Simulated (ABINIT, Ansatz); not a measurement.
**SiC (P6_3mc): one start, several treatments of the self-energy**

Wanted: the gap of SiC (P6_3mc) under several approximations, with cost.

Main program and level: ABINIT 10.8.3; PBE and many-body steps on it, plane waves.

**Experimental background.**

- Gap 3.33 eV: band gap at cryogenic temperature; bulk crystal (literature value) (quoted in “Silicon carbide diodes for neutron detection”, 2020, arxiv:2009.14696).

Most raw output is cut from this account.

**1. Starting point**

Symmetry: P6_3mc, No. 186, hexagonal system. Conventional cell: a = 3.074 Å, b = 3.074 Å, c = 5.045 Å, α = 90.00°, β = 90.00°, γ = 120.00°. Si has 4 C at 1.88 to 1.90 Å nearest. C has 4 Si at 1.88 to 1.90 Å nearest. Farther neighbours are not listed.

The cell and positions are those that the Materials Project relaxed with its own functionals (PBE, PBE+U or r2SCAN), kept fixed.

**2. Empty states on the mesh, 6×6×4 mesh, 552 bands**

This step: ABINIT 10.8.3; DFT, PBE, plane waves, norm-conserving pseudopotentials.

The sums over transitions need many empty states on a uniform mesh; this step solves for them.

run.abi reads:

```
acell 3*1.0 Angstrom
rprim 
  3.073513928196 0.000000000001 0.000000000000
  -1.536756964099 2.661741140703 0.000000000000
  0.000000000000 0.000000000000 5.045247710000
ntypat 2
znucl 14 6
natom 4
typat 1 1 2 2
xred 
  0.333333333333 0.666666666667 0.499602400000
  0.666666666667 0.333333333333 0.999602400000
  0.333333333333 0.666666666667 0.875397600000
  0.666666666667 0.333333333333 0.375397600000
pp_dirpath "pseudos"
pseudos "Si.upf, C.upf"
ecut 37
ngkpt 6 6 4
nshiftk 1
shiftk 0 0 0
kptopt 1
chksymbreak 0
irdden 1
istwfk *1
nband 552
prtvol 0
optdriver 6
gwr_task "HDIAGO"
paral_kgb 0
occopt 1
indata_prefix "in"
outdata_prefix "out"
tmpdata_prefix "tmp"
```

Started as:

```sh
$ OMP_NUM_THREADS=1 mpirun -n 8 abinit run.abi > log
```

It took 70 s on 8 MPI ranks of Arm Neoverse V1, shared host; peak memory 4.5 GiB; 9.3 min of CPU time.

Numbers from this step:

```
gap                                                           : 2.275 eV
k of the valence top                                          : 0, 0, 0
k of the conduction bottom                                    : 0.3333, 0.3333, 0
least direct gap                                              : 3.985 eV
k points computed                                             : 21
lowest point of the top converged band, above the valence top : 296.0338 eV
```

On this mesh the gap is 2.275 eV.

The density comes from a self-consistent run that is not shown.

**3. Screening, 6×6×4 mesh, 226 bands, screening to 247.6 eV**

The RPA dielectric matrix is built and inverted for each q.

This step: RPA screening on PBE, plane waves, norm-conserving pseudopotentials.

run.abi: that of step 2 with these lines changed.

```diff
@@ -22,10 +22,11 @@
 chksymbreak 0
-irdden 1
 istwfk *1
-nband 552
-prtvol 0
-optdriver 6
-gwr_task "HDIAGO"
-paral_kgb 0
 occopt 1
+irdwfk 1
+optdriver 3
+nband 226
+ecuteps 9.1
+inclvkb 2
+awtr 1
+symchi 1
 indata_prefix "in"
```

It took 4.5 min on 8 MPI ranks; peak memory 3.2 GiB; 36 min of CPU time.

This step gave:

```yaml
eps_infinity_with_local_fields_on_this_mesh_along_the_program_s_q_direction: 6.856
the_same_without_local_fields: 7.509
plasma_frequency: 23.12 eV
plane_waves_in_the_screening_matrix: 373
```

Local fields lower ε∞ by 9 %.

**4. G0W0, Godby-Needs plasmon pole**

The self-energy is evaluated for the states that the input lists, and the levels follow from it, in one-shot runs by the linearised quasiparticle equation.

This step: G0W0 on PBE, plane waves, norm-conserving pseudopotentials.

run.abi: that of step 3 with these lines changed.

```diff
@@ -25,8 +25,19 @@
 irdwfk 1
-optdriver 3
+optdriver 4
 nband 226
+gwcalctyp 0
+ecutsigx 37
+symsigma 1
+nkptgw 3
+kptgw 
+  0.0000000000 0.0000000000 0.0000000000
+  0.3333333333 0.3333333333 0.0000000000
+  0.5000000000 0.0000000000 0.0000000000
+bdgw 
+  7 10
+  6 10
+  7 10
 ecuteps 9.1
-inclvkb 2
-awtr 1
-symchi 1
+irdscr 1
+ppmodel 1
 indata_prefix "in"
```

The job ended after 77 s (8 MPI ranks; peak memory 3.9 GiB).

This step gave:

```yaml
g0w0_gap_on_the_points_computed: 3.011 eV
starting_gap_on_the_mesh: 2.275 eV
k_of_the_valence_top: 0, 0, 0
k_of_the_conduction_bottom: 0.3333, 0.3333, 0
z_at_the_valence_top: 0.792
z_at_the_conduction_bottom: 0.824
least_direct_g0w0_gap_on_the_computed_points: 4.922 eV
```

The gap on the mesh goes from 2.28 eV to 3.01 eV, a correction of +0.74 eV.

**5. G0W0, Hybertsen-Louie plasmon pole**

run.abi: that of step 4 with these lines changed.

```diff
@@ -41,3 +41,3 @@
 irdscr 1
-ppmodel 1
+ppmodel 2
 indata_prefix "in"
```

Run time: 74 s. Hardware: 8 MPI ranks; peak memory 3.6 GiB.

This step gave:

* G0W0 gap on the points computed: 3.166 eV
* starting gap on the mesh: 2.275 eV
* k of the valence top: 0, 0, 0
* k of the conduction bottom: 0.3333, 0.3333, 0
* Z at the valence top: 0.816
* Z at the conduction bottom: 0.842
* least direct G0W0 gap on the computed points: 5.069 eV

Against G0W0 in ABINIT (6×6×4 mesh, 226 bands, screening to 247.6 eV, Godby-Needs plasmon pole), the gap moves by +0.155 eV.

**6. G0W0, von der Linden-Horsch plasmon pole**

run.abi: that of step 5 with these lines changed.

```diff
@@ -41,3 +41,3 @@
 irdscr 1
-ppmodel 2
+ppmodel 3
 indata_prefix "in"
```

It took 31 s on 8 MPI ranks; peak memory 3.3 GiB.

Numbers from this step:

```
G0W0 gap on the points computed              : 2.982 eV
starting gap on the mesh                     : 2.275 eV
k of the valence top                         : 0, 0, 0
k of the conduction bottom                   : 0.3333, 0.3333, 0
least direct G0W0 gap on the computed points : 4.922 eV
```

Against G0W0 in ABINIT (6×6×4 mesh, 226 bands, screening to 247.6 eV, Godby-Needs plasmon pole), the gap moves by −0.029 eV.

**7. The runs together**

Times are wall times on 8 MPI ranks of Arm Neoverse V1, shared host, good to a factor of about two. A run's time includes the screening step that it read.

| run | mesh | bands | screening cutoff (eV) | DFT gap (eV) | gap on the mesh (eV) | direct (eV) | ε∞ used | time |
| --- | --- | --- | --- | --- | --- | --- | --- | --- |
| G0W0, Godby-Needs plasmon pole | 6×6×4 | 226 | 247.6 | 2.275 | 3.011 | 4.922 | 6.86 | 5.7 min |
| G0W0, Hybertsen-Louie plasmon pole | 6×6×4 | 226 | 247.6 | 2.275 | 3.166 | 5.069 | 6.86 | 5.7 min |
| G0W0, von der Linden-Horsch plasmon pole | 6×6×4 | 226 | 247.6 | 2.275 | 2.982 | 4.922 | 6.86 | 5 min |

**8. Summary of results**

```
G0W0, Godby-Needs plasmon pole           : 3.011 eV
G0W0, Hybertsen-Louie plasmon pole       : 3.166 eV
G0W0, von der Linden-Horsch plasmon pole : 2.982 eV
known limits                             : not at the basis limit
```

What this shows: G0W0, Hybertsen-Louie plasmon pole: +0.155 eV against G0W0, Godby-Needs plasmon pole. G0W0, von der Linden-Horsch plasmon pole: −0.029 eV against G0W0, Godby-Needs plasmon pole. Against experiment, by G0W0, Godby-Needs plasmon pole: the gap of 3.01 eV lies −0.32 eV from the measured 3.33 eV (kind not stated, quoted 2020). These are gaps on the mesh, at modest bands and cutoff. The calculation has static nuclei and no excitons; a measured gap holds zero-point and thermal motion, which mostly lowers it. Bands and cutoff are finite, so the gap is not at the basis limit. The miss can reach some tenths of an eV and take either sign; the mesh is an error of its own. In the G0W0 runs levels were corrected at 3 k points alone, so a gap called «on the mesh» is the least over those, and an edge elsewhere would be missed.

[Paths, hosts, dates, memory and timing lines, banners, echoed tables and standing remarks are left out of the program output.]

[Logs are printed without paths, hosts, clocks, repeated set-up lines and the standing remarks that a program may print on its own settings, such as how far it seeks lower states.]

[Runs of the session that timed out or met a known fault of the program may be left out.]

[Hosts, paths, dates, database ids (printed as entryN), source tags and the programs' standing remarks are cut or masked in the printed files.]

[G0W0 gaps are taken among the corrected bands and points alone; a level outside them can change the order at an edge.]

[Where Ansatz stands beside ABINIT at settings called matched, ABINIT's density can come from a denser mesh and the files from another edition; pairs whose starting gaps differed by over 0.03 eV were left out, so agreement reads better than it is.]
